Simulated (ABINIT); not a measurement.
# InF (Pm-3m): from the cell to the phonon bands, part 3 of 4

How does InF (Pm-3m) vibrate, and is this structure a minimum?

ABINIT 10.8.3; DFT PBEsol, scalar-relativistic, plane waves, PseudoDojo norm-conserving pseudopotentials.

So far. Step 5 (Self-consistent run for the response): The cell stands at -0.71 GPa: the relaxation ran with a smoothed and higher cutoff, and the difference is a stress of the finite basis. Step 6 (Linear response at Γ): The acoustic modes at Γ come out as far as 3.6 cm⁻¹ from zero, where they should vanish, a small numerical error. The lowest optical mode is imaginary, 114i cm⁻¹, an instability at this level and on this k mesh. The relaxed cell has a = 3.272 Å (conventional setting).

The structure was built from a prototype and need not be the compound's stable phase.

**8. Zone-centre response**

The zone centre is solved again, so that all wavevectors share one k mesh.

Contents of dfpt_gamma.abi:

```

# common to the responses
getwfk_filepath "gso_WFK"
kptopt 2
nqpt 1
qpt 0.0 0.0 0.0
asr 0
chneut 0

# displacements
rfphon 1
rfatpol 1 2
rfdir 1 1 1
tolvrs 1.0d-10
prtwf 0

# basis, mesh and filling
ecut 36.0
ngkpt 4 4 4
nshiftk 1
shiftk 0.0 0.0 0.0
istwfk *1
occopt 7
tsmear 0.01
nband 17
nstep 100
diemac 1000000.0
prtebands 0
prtgsr 0
useylm 1

# cell and atoms
acell 3*1.0 Angstrom
rprim 
    3.271521113 0.0 0.0
    0.0 3.271521113 0.0
    0.0 0.0 3.271521113
ntypat 2
znucl 49 9
natom 2
typat 1 2
xred 
    0.0 0.0 0.0
    0.5 0.5 0.5
pp_dirpath "./pseudo"
pseudos "In.upf, F.upf"
```

The run is started by

```bash
$ OMP_NUM_THREADS=1 mpirun -n 2 abinit dfpt_gamma.abi > dfpt_gamma.log
```

Numbers of over 12 decimals in the logs are rounded to 6 here.

dfpt_gamma.abo, the main output file:

```text
[banners, grids, parts of the stress and lines that vanish by symmetry left out]
- input  file    -> dfpt_gamma.abi
- output file    -> dfpt_gamma.abo
- root for input  files -> dfpt_gammai
- root for output files -> dfpt_gammao

 Symmetries : space group Pm -3 m (#221); Bravais cP (primitive cubic)
================================================================================
 Values of the parameters that define the memory need of the present run (RF).
     intxc =       0      iscf =       7    lmnmax =      18     lnmax =       6
     mgfft =      36  mpssoang =       3    mqgrid =    3001     natom =       2
  nloc_mem =       1    nspden =       1   nspinor =       1    nsppol =       1
      nsym =      48    n1xccc =    2501    ntypat =       2    occopt =       7
   xclevel =       2
-    mband =          17        mffmem =           1         mkmem =          18
-   mkqmem =          18        mk1mem =          18           mpw =        2469
      nfft =       46656          nkpt =          36
- my_mband =          17
================================================================================
================================================================================

--------------------------------------------------------------------------------
------------- Echo of variables that govern the present computation ------------
--------------------------------------------------------------------------------
-
- outvars: echo of selected default values
-   iomode0 =  0 , fftalg0 =312 , wfoptalg0 =  0
-
- outvars: echo of global parameters not present in the input file
-  max_nthreads =    1
-
 -outvars: echo values of preprocessed input variables
 [... echo left out ...]
================================================================================

 chkinp: Checking input parameters for consistency.

[...]
== DATASET  1 ==================================================================
-   mpi_nproc: 2, omp_nthreads: 1 (-1 if OMP is not activated)

--- !DatasetInfo
iteration_state: {dtset: 1, }
dimensions: {natom: 2, nkpt: 36, mband: 17, nsppol: 1, nspinor: 1, nspden: 1, mpw: 2469, }
cutoff_energies: {ecut:  36.0, pawecutdg:  -1.0, }
electrons: {nelect:   2.00000000E+01, charge:   0.00000000E+00, occopt:   7.00000000E+00, tsmear:   1.00000000E-02, }
meta: {optdriver: 1, rfphon: 1, }
...

 mkfilename: getwfk from: gso_WFK

 Real(R)+Recip(G) space primitive vectors, cartesian coordinates (Bohr,Bohr^-1):
 R(1)=  6.1822789  0.0000000  0.0000000  G(1)=  0.1617527  0.0000000  0.0000000
 R(2)=  0.0000000  6.1822789  0.0000000  G(2)=  0.0000000  0.1617527  0.0000000
 R(3)=  0.0000000  0.0000000  6.1822789  G(3)=  0.0000000  0.0000000  0.1617527
 Unit cell volume ucvol=  2.3629024E+02 bohr^3
 Angles (23,13,12)=  9.00000000E+01  9.00000000E+01  9.00000000E+01 degrees
 setup1 : take into account q-point for computing boxcut.

 getcut: wavevector=  0.0000  0.0000  0.0000  ngfft=  36  36  36
         ecut(hartree)=     36.000   => boxcut(ratio)=   2.15594

--- Pseudopotential description ------------------------------------------------
- pspini: atom type   1  psp file is ./pseudo/In.upf

- pspini: atom type   2  psp file is ./pseudo/F.upf

   6.01561785E+02                                ecore*ucvol(ha*bohr**3)
--------------------------------------------------------------------------------

 ==>  initialize data related to q vector <==

 The list of irreducible perturbations for this q vector is:
    1)    idir= 1    ipert=   1
    2)    idir= 1    ipert=   2

[...]
The perturbation idir=   2  ipert=   1 is
 symmetric of a previously calculated perturbation.
 So, its SCF calculation is not needed.

 The perturbation idir=   3  ipert=   1 is
 symmetric of a previously calculated perturbation.
 So, its SCF calculation is not needed.

 The perturbation idir=   2  ipert=   2 is
 symmetric of a previously calculated perturbation.
 So, its SCF calculation is not needed.

 The perturbation idir=   3  ipert=   2 is
 symmetric of a previously calculated perturbation.
 So, its SCF calculation is not needed.

--------------------------------------------------------------------------------
 Perturbation wavevector (in red.coord.)   0.000000  0.000000  0.000000
 Perturbation : displacement of atom   1   along direction   1
 Found     8 symmetries that leave the perturbation invariant.

[...]
dfpt_looppert : total number of electrons, from k and k+q
  fully or partially occupied states are    2.000000E+01 and    2.000000E+01.
 Initialisation of the first-order wave-functions :
  ireadwf=   0

--- !BeginCycle
iteration_state: {dtset: 1, }
solver: {iscf: 7, nstep: 100, nline: 4, wfoptalg: 0, }
tolerances: {tolvrs: 1.00E-10, }
...

     iter   2DEtotal(Ha)        deltaE(Ha) residm    vres2
-ETOT  1   2.831052     -9.826E+03 2.039E+01 3.855E+02
 ETOT  2 -0.287575     -3.119E+00 2.553E-01 7.339E+01
 ETOT  3 -0.315807     -2.823E-02 5.771E-03 2.487E+00
 ETOT  4 -0.316539     -7.320E-04 9.195E-03 6.506E-01
 ETOT  5 -0.316684     -1.449E-04 2.954E-04 7.196E-03
[...]
At SCF step   10       vres2   =  9.90E-11 < tolvrs=  1.00E-10 =>converged.
[...]
Mean square residual over all n,k,spin=   23.919E-09; max=  64.579E-07

 Thirteen components of 2nd-order total energy (hartree) are
 1,2,3: 0th-order hamiltonian combined with 1st-order wavefunctions
     kin0=   1.35845749E+04 eigvalue=   6.83091055E+02  local=  -7.65273152E+03
 4,5,6: 1st-order hamiltonian combined with 1st and 0th-order wfs
 loc psp =  -2.96171679E+03  Hartree=   8.38615246E+02     xc=  -1.53592283E+02
 note that "loc psp" includes a xc core correction that could be resolved
 7,8,9: eventually, occupation + non-local contributions
    edocc=   3.29352587E+01     enl0=   2.49591088E+03   enl1=  -1.66958903E+04
 1-9 gives the relaxation energy (to be shifted if some occ is /=2.0)
   erelax=  -9.82880357E+03
 10,11,12 Non-relaxation  contributions : frozen-wavefunctions and Ewald
 fr.local=   1.33810869E+03 fr.nonlo=   8.34201534E+03  Ewald=   6.16568605E+01
 13,14 Frozen wf xc core corrections (1) and (2)
 frxc 1  =  -2.95174217E+02  frxc 2 =   3.81880215E+02
 Resulting in :
 2DEtotal=   -0.3166855968E+00 Ha. Also 2DEtotal=   -0.861745409433E+01 eV
    (2DErelax=   -9.8288035682E+03 Ha. 2DEnonrelax=    9.8284868826E+03 Ha)
    (  non-var. 2DEtotal :   -3.1668233403E-01 Ha)

[...]
Perturbation wavevector (in red.coord.)   0.000000  0.000000  0.000000
 Perturbation : displacement of atom   2   along direction   1
 Found     8 symmetries that leave the perturbation invariant.

--------------------------------------------------------------------------------

--------------------------------------------------------------------------------

 dfpt_looppert : total number of electrons, from k and k+q
  fully or partially occupied states are    2.000000E+01 and    2.000000E+01.
 Initialisation of the first-order wave-functions :
  ireadwf=   0

--- !BeginCycle
iteration_state: {dtset: 1, }
solver: {iscf: 7, nstep: 100, nline: 4, wfoptalg: 0, }
tolerances: {tolvrs: 1.00E-10, }
...

     iter   2DEtotal(Ha)        deltaE(Ha) residm    vres2
-ETOT  1  0.272585     -3.637E+03 1.263E+01 5.838E+02
[...]
ETOT  9 -0.309758     -4.416E-10 2.776E-05 1.535E-09
 ETOT 10 -0.309758      1.319E-11 2.057E-06 7.990E-11

 At SCF step   10       vres2   =  7.99E-11 < tolvrs=  1.00E-10 =>converged.
[...]
Mean square residual over all n,k,spin=   76.193E-10; max=  20.569E-07

 Thirteen components of 2nd-order total energy (hartree) are
 1,2,3: 0th-order hamiltonian combined with 1st-order wavefunctions
     kin0=   4.07743743E+03 eigvalue=  -1.43687138E+01  local=  -1.64513753E+03
 4,5,6: 1st-order hamiltonian combined with 1st and 0th-order wfs
 loc psp =  -2.60691860E+03  Hartree=   6.75869495E+02     xc=  -1.56447508E+02
 note that "loc psp" includes a xc core correction that could be resolved
 7,8,9: eventually, occupation + non-local contributions
    edocc=   3.15315320E+01     enl0=   6.68663445E+02   enl1=  -4.66817770E+03
 1-9 gives the relaxation energy (to be shifted if some occ is /=2.0)
   erelax=  -3.63754815E+03
 10,11,12 Non-relaxation  contributions : frozen-wavefunctions and Ewald
 fr.local=   1.25397256E+03 fr.nonlo=   2.32817411E+03  Ewald=   6.16568605E+01
 13,14 Frozen wf xc core corrections (1) and (2)
 frxc 1  =  -5.65829743E+01  frxc 2 =   5.00178276E+01
 Resulting in :
 2DEtotal=   -0.3097579025E+00 Ha. Also 2DEtotal=   -0.842894192779E+01 eV
    (2DErelax=   -3.6375481473E+03 Ha. 2DEnonrelax=    3.6372383893E+03 Ha)
    (  non-var. 2DEtotal :   -3.0975896732E-01 Ha)

[...]
---- first-order wavefunction calculations are completed ----

 ==> Compute Derivative Database <==

 [... matrices left out ...]
  Phonon wavevector (reduced coordinates) :  0.00000  0.00000  0.00000
 Phonon energies in Hartree :
  -5.228887E-04 -5.228887E-04 -5.228887E-04 -1.386436E-05 -1.386436E-05
  -1.386436E-05
 Phonon frequencies in cm-1    :
- -1.147608E+02 -1.147608E+02 -1.147608E+02 -3.042875E+00 -3.042875E+00
- -3.042875E+00

== END DATASET(S) ==============================================================
================================================================================

 -outvars: echo values of variables after computation
            acell      1.8897261259E+00  1.8897261259E+00  1.8897261259E+00 Bohr
           etotal     -3.0975790250E-01
            fcart      0.0000000000E+00  0.0000000000E+00  0.0000000000E+00
           strten      0.0000000000E+00  0.0000000000E+00  0.0000000000E+00
================================================================================
```

Run time: 29 s. Hardware: 2 MPI ranks of Intel Xeon at 2.70GHz, shared host.

Read from the output:

```
largest acoustic frequency at the zone centre before the sum rule : -3.04 cm⁻¹
highest optical zone-centre mode (no LO-TO term)                  : -114.8 cm⁻¹
lowest optical zone-centre mode                                   : -114.8 cm⁻¹
```

The acoustic modes at Γ come out as far as 3.0 cm⁻¹ from zero, where they should vanish, a small numerical error. The lowest optical mode is imaginary, 115i cm⁻¹, an instability at this level and on this k mesh.

**9. Linear response on the mesh**

Linear response treats each wavevector in the unit cell, with no supercell; the 4×4×4 mesh fixes the range of the force constants to be had.

Contents of dfpt_q.abi:

```
ndtset 9

# wavevectors
qpt1 0.25 0.0 0.0
qpt2 0.5 0.0 0.0
qpt3 0.25 0.25 0.0
qpt4 0.5 0.25 0.0
qpt5 0.5 0.5 0.0
qpt6 0.25 0.25 0.25
qpt7 0.5 0.25 0.25
qpt8 0.5 0.5 0.25
qpt9 0.5 0.5 0.5

# displacements
getwfk_filepath "gso_WFK"
getwfq_filepath "gso_WFK"
kptopt 3
nqpt 1
rfphon 1
rfatpol 1 2
rfdir 1 1 1
tolvrs 1.0d-10
prtwf 0

# basis, mesh and filling
ecut 36.0
ngkpt 4 4 4
nshiftk 1
shiftk 0.0 0.0 0.0
istwfk *1
occopt 7
tsmear 0.01
nband 17
nstep 100
diemac 1000000.0
prtebands 0
prtgsr 0
useylm 1

# cell and atoms
acell 3*1.0 Angstrom
rprim 
    3.271521113 0.0 0.0
    0.0 3.271521113 0.0
    0.0 0.0 3.271521113
ntypat 2
znucl 49 9
natom 2
typat 1 2
xred 
    0.0 0.0 0.0
    0.5 0.5 0.5
pp_dirpath "./pseudo"
pseudos "In.upf, F.upf"
```

The run is started by

```bash
$ OMP_NUM_THREADS=1 mpirun -n 2 abinit dfpt_q.abi > dfpt_q.log
```

dfpt_q.abo, the main output file:

```text
[banners, grids, parts of the stress and lines that vanish by symmetry left out]
- input  file    -> dfpt_q.abi
- output file    -> dfpt_q.abo
- root for input  files -> dfpt_qi
[...]
DATASET    1 : space group Pm -3 m (#221); Bravais cP (primitive cubic)
[...]
nfft =       46656          nkpt =          64
[...]
DATASET    2 : space group Pm -3 m (#221); Bravais cP (primitive cubic)
[...]
nfft =       46656          nkpt =          64
[...]
DATASET    3 : space group Pm -3 m (#221); Bravais cP (primitive cubic)
[...]
nfft =       46656          nkpt =          64
[...]
DATASET    4 : space group Pm -3 m (#221); Bravais cP (primitive cubic)
[...]
nfft =       46656          nkpt =          64
[...]
DATASET    8 : space group Pm -3 m (#221); Bravais cP (primitive cubic)
[...]
nfft =       46656          nkpt =          64
[...]
DATASET    9 : space group Pm -3 m (#221); Bravais cP (primitive cubic)
[...]
nfft =       46656          nkpt =          64
[...]
== DATASET  1 ==================================================================
[...]
cutoff_energies: {ecut:  36.0, pawecutdg:  -1.0, }
[...]
Perturbation : displacement of atom   1   along direction   1
[...]
-ETOT  1   8.636442     -1.018E+04 2.045E+01 1.583E+05
 ETOT  2   2.584204     -6.052E+00 9.331E-02 1.178E+04
 ETOT  3   2.703721      1.195E-01 1.460E-02 2.980E+04
 ETOT  4   1.807641     -8.961E-01 4.610E-02 4.420E+03
 ETOT  5   1.706092     -1.015E-01 1.729E-02 4.742E+01
[...]
At SCF step   16       vres2   =  5.23E-12 < tolvrs=  1.00E-10 =>converged.
[...]
Perturbation : displacement of atom   1   along direction   2
[...]
-ETOT  1   2.743668     -9.817E+03 2.028E+01 3.571E+02
[...]
At SCF step   14       vres2   =  8.18E-11 < tolvrs=  1.00E-10 =>converged.
[...]
Perturbation : displacement of atom   2   along direction   1
[...]
-ETOT  1   6.067262     -3.736E+03 1.520E+01 1.921E+05
[...]
At SCF step   17       vres2   =  1.21E-11 < tolvrs=  1.00E-10 =>converged.
[...]
Perturbation : displacement of atom   2   along direction   2
[...]
-ETOT  1  0.555653     -3.634E+03 1.351E+01 6.574E+02
[...]
At SCF step   14       vres2   =  2.48E-11 < tolvrs=  1.00E-10 =>converged.
[...]
Phonon wavevector (reduced coordinates) :  0.25000  0.00000  0.00000
 Phonon energies in Hartree :
[...]
Phonon frequencies in cm-1    :
- -7.326456E+01 -7.326456E+01  3.173911E+01  3.173911E+01  8.105193E+01
-  2.118567E+02
[...]
== DATASET  2 ==================================================================
[...]
cutoff_energies: {ecut:  36.0, pawecutdg:  -1.0, }
[...]
Perturbation : displacement of atom   1   along direction   1
[...]
-ETOT  1   6.558386     -1.020E+04 2.093E+01 8.787E+03
[...]
Perturbation : displacement of atom   1   along direction   2
[...]
-ETOT  1   2.635663     -9.808E+03 2.069E+01 3.281E+02
[...]
Perturbation : displacement of atom   2   along direction   1
[...]
-ETOT  1   3.509193     -3.744E+03 1.483E+01 2.158E+04
[...]
Perturbation : displacement of atom   2   along direction   2
[...]
-ETOT  1  0.748681     -3.631E+03 1.398E+01 7.644E+02
[...]
Phonon wavevector (reduced coordinates) :  0.50000  0.00000  0.00000
 Phonon energies in Hartree :
[...]
Phonon frequencies in cm-1    :
- -5.650389E+01 -5.650389E+01  8.776448E+01  8.776448E+01  1.253719E+02
-  2.275852E+02
[...]
== DATASET  3 ==================================================================
[...]
cutoff_energies: {ecut:  36.0, pawecutdg:  -1.0, }
[...]
Perturbation : displacement of atom   1   along direction   1
[...]
-ETOT  1   4.871179     -1.000E+04 2.070E+01 1.824E+04
[...]
Perturbation : displacement of atom   1   along direction   3
[...]
-ETOT  1   2.602013     -9.809E+03 2.044E+01 3.415E+02
[...]
Perturbation : displacement of atom   2   along direction   1
[...]
-ETOT  1   1.365289     -3.688E+03 1.853E+01 1.254E+04
[...]
Perturbation : displacement of atom   2   along direction   3
[...]
-ETOT  1  0.644974     -3.632E+03 1.350E+01 6.688E+02
[...]
Phonon wavevector (reduced coordinates) :  0.25000  0.25000  0.00000
 Phonon energies in Hartree :
[...]
Phonon frequencies in cm-1    :
- -1.066392E+02 -6.437747E+01  5.259829E+01  5.501948E+01  8.091701E+01
-  1.703710E+02
[...]
== DATASET  4 ==================================================================
[...]
cutoff_energies: {ecut:  36.0, pawecutdg:  -1.0, }
[...]
Perturbation : displacement of atom   1   along direction   1
[...]
-ETOT  1   5.314868     -1.010E+04 2.068E+01 3.320E+03
[...]
Perturbation : displacement of atom   1   along direction   2
[...]
-ETOT  1   3.488473     -9.918E+03 2.052E+01 7.088E+02
[...]
Phonon wavevector (reduced coordinates) :  0.50000  0.25000  0.00000
 Phonon energies in Hartree :
[...]
Phonon frequencies in cm-1    :
- -6.287426E+01  2.755745E+01  3.222597E+01  8.369079E+01  1.029831E+02
-  1.073613E+02
[...]
== DATASET  5 ==================================================================
[...]
Phonon wavevector (reduced coordinates) :  0.50000  0.50000  0.00000
 Phonon energies in Hartree :
[...]
Phonon frequencies in cm-1    :
- -1.210038E+02 -1.210038E+02 -6.733119E+01  8.178040E+01  8.178040E+01
-  8.375762E+01
[...]
== DATASET  6 ==================================================================
[...]
Phonon wavevector (reduced coordinates) :  0.25000  0.25000  0.25000
 Phonon energies in Hartree :
[...]
Phonon frequencies in cm-1    :
-  2.031045E+01  2.031045E+01  5.106298E+01  5.106298E+01  6.195988E+01
-  1.069658E+02
[...]
== DATASET  7 ==================================================================
[...]
Perturbation : displacement of atom   2   along direction   1
[...]
-ETOT  1  0.795527     -3.697E+03 1.245E+01 2.045E+03
[...]
Perturbation : displacement of atom   2   along direction   2
[...]
-ETOT  1  0.804564     -3.656E+03 2.401E+01 9.859E+02
[...]
Phonon wavevector (reduced coordinates) :  0.50000  0.25000  0.25000
 Phonon energies in Hartree :
[...]
Phonon frequencies in cm-1    :
- -4.307440E+01 -4.211877E+01 -1.102318E+01  5.427161E+01  9.292465E+01
-  1.230940E+02
[...]
== DATASET  8 ==================================================================
[...]
cutoff_energies: {ecut:  36.0, pawecutdg:  -1.0, }
[...]
Perturbation : displacement of atom   1   along direction   1
[...]
-ETOT  1   3.903850     -9.975E+03 2.053E+01 1.009E+02
[...]
Perturbation : displacement of atom   1   along direction   3
[...]
-ETOT  1   2.932166     -9.869E+03 2.099E+01 2.383E+02
[...]
Perturbation : displacement of atom   2   along direction   1
[...]
-ETOT  1  0.744182     -3.680E+03 1.242E+01 1.254E+03
[...]
Perturbation : displacement of atom   2   along direction   3
[...]
-ETOT  1   1.012264     -3.649E+03 2.633E+01 1.396E+03
[...]
Phonon wavevector (reduced coordinates) :  0.50000  0.50000  0.25000
 Phonon energies in Hartree :
[...]
Phonon frequencies in cm-1    :
- -2.823981E+01  5.282132E+01  5.282132E+01  7.523227E+01  7.523227E+01
-  1.175420E+02
[...]
== DATASET  9 ==================================================================
[...]
cutoff_energies: {ecut:  36.0, pawecutdg:  -1.0, }
[...]
Perturbation : displacement of atom   1   along direction   1
[...]
-ETOT  1   3.731240     -9.939E+03 2.055E+01 8.631E+01
[...]
At SCF step   12       vres2   =  7.29E-12 < tolvrs=  1.00E-10 =>converged.
[...]
Perturbation : displacement of atom   2   along direction   1
[...]
-ETOT  1   1.224924     -3.669E+03 9.127E+00 1.778E+03
[...]
ETOT 10  0.534391     -6.730E-11 3.726E-06 3.345E-10
 ETOT 11  0.534391      5.457E-11 8.628E-06 9.370E-11
 At SCF step   11       vres2   =  9.37E-11 < tolvrs=  1.00E-10 =>converged.
[...]
Phonon wavevector (reduced coordinates) :  0.50000  0.50000  0.50000
 Phonon energies in Hartree :
[...]
Phonon frequencies in cm-1    :
-  6.600253E+01  6.600253E+01  6.600253E+01  1.394526E+02  1.394526E+02
-  1.394526E+02
[...]
fcart6     0.0000000000E+00  0.0000000000E+00  0.0000000000E+00
   
================================================================================
```

Run time: 26 min. Hardware: 2 MPI ranks; 52 min of CPU time.

Read from the output:

```yaml
lowest_mode_on_the_q_mesh_acoustic_ones_at_the_zone_centre_apart: -121 cm⁻¹
```

Frequencies (cm⁻¹) before the sum rule at the irreducible wavevectors but Γ, which is solved apart; negative means imaginary. Frequencies by wavevector:

```
 q (fractions)  star  mode 1  mode 2  mode 3  mode 4  mode 5  mode 6
      0.25 0 0     6  -73.26  -73.26   31.74   31.74   81.05   211.9
       0.5 0 0     3   -56.5   -56.5   87.76   87.76   125.4   227.6
   0.25 0.25 0    12  -106.6  -64.38    52.6   55.02   80.92   170.4
    0.5 0.25 0    12  -62.87   27.56   32.23   83.69     103   107.4
     0.5 0.5 0     3    -121    -121  -67.33   81.78   81.78   83.76
0.25 0.25 0.25     8   20.31   20.31   51.06   51.06   61.96     107
 0.5 0.25 0.25    12  -43.07  -42.12  -11.02   54.27   92.92   123.1
  0.5 0.5 0.25     6  -28.24   52.82   52.82   75.23   75.23   117.5
   0.5 0.5 0.5     1      66      66      66   139.4   139.4   139.4
```

(Part 3 of 4 ends here.)

[Host names and launcher messages were left out of these logs when they were recorded.]

[Logs are printed without paths, hosts, clocks, repeated set-up lines and the standing remarks that a program may print on its own settings, such as how far it seeks lower states.]

[Hosts, paths, dates, database ids (printed as entryN), source tags and the programs' standing remarks are cut or masked in the printed files.]
